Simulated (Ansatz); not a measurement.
# Force difference against the radius of support functions in Σ3 (112)[1-10] symmetric tilt boundary in a CdSe-HgSe solid solution (48 atoms)

The cell holds 48 atoms: 7 Hg, 24 Se and 17 Cd. Its edges and angles: a = 4.297 Å, b = 10.526 Å, c = 30.706 Å, α = 90.0°, β = 90.0°, γ = 90.0°. It derives from CdSe and HgSe. Zinc-blende CdSe lattice (a = 6.0773 Å, the value set for the mixture); two grains mirrored in (112), tilt axis [1-10], misorientation 70.53 deg; 1 x 1 boundary periods, 2 lattice periods a grain, two boundaries a cell, upper grain shifted by [0, 0.5] of the boundary cell and opened by 0 Å, no atom removed; 7 of 24 Cd sites given to Hg at random (lattice constant by Vegard's rule between CdSe and HgSe); annealed from 600 K for 3 ps and minimised with a classical potential (one cell length free). Regions: lower grain, 24 atoms (5 Hg, 12 Se and 7 Cd); upper grain, 24 atoms (10 Cd, 12 Se and 2 Hg).

Calculated with Ansatz 0.2.0: Kohn-Sham DFT, PBE, PAW (set soft_2, large core), localised support functions (medium), with the radius typed; the reference is Kohn-Sham DFT, PBE, PAW (set soft_2, large core), plane waves, cutoff 420 eV, k-mesh 3×1×1, fermi-dirac smearing of 0.025 eV, with an r.m.s. force component of 0.216 eV/Å.

| radius (Å) | r.m.s. force difference (meV/Å) | time |
| --- | --- | --- |
| 4.42 | 0.597 | 93 s |
| 4.78 | 0.489 | 2.1 min |
| 5.1 | ? | ? |
| 5.47 | 0.433 | 3.3 min |
| 6.15 | 0.419 | 5.4 min |
| 6.83 | 0.416 | 8.7 min |

Task: Fit a power law of the radius to the rows given and interpolate to the withheld row.

**Working.**

A power law y = A x^b is a line in u = ln x and v = ln y.

```
u = ln x   v = ln y
 1.48614  -0.515838
 1.56444  -0.715393
 1.69928  -0.837018
 1.81645  -0.869884
 1.92132  -0.877070
```

With n = 5: mean u = 1.69753, mean v = -0.763041, Σ(u − ū)² = 0.12663, Σ(u − ū)(v − v̄) = -0.096952. Slope b = -0.096952 / 0.12663 = -0.76564; intercept a = v̄ − b ū = 0.53666.

At the withheld row u = 1.629, v = a + b u = -0.7108, and y = exp(v).

Prediction at 5.1: 0.4913 meV/Å. The run gave 0.458 meV/Å, so the fit is high by 0.033 meV/Å (7.3 % of the value).

The fitted exponent is -0.77. Between neighbouring rows, the withheld one included, the exponents are -2.5, -1.0, -0.80, -0.28 and -0.069, so one power law doesn't hold over the range: the values level off at a floor. Among the rows given, the largest relative miss of the fit is at 4.42, by 0.049 meV/Å (8.2 %).

Limits: The difference holds the reference's own basis error, which sets a floor under it.

[Logs are printed without paths, hosts, clocks, repeated set-up lines and the standing remarks that a program may print on its own settings, such as how far it seeks lower states.]

[Hosts, paths, dates, database ids (printed as entryN), source tags and the programs' standing remarks are cut or masked in the printed files.]
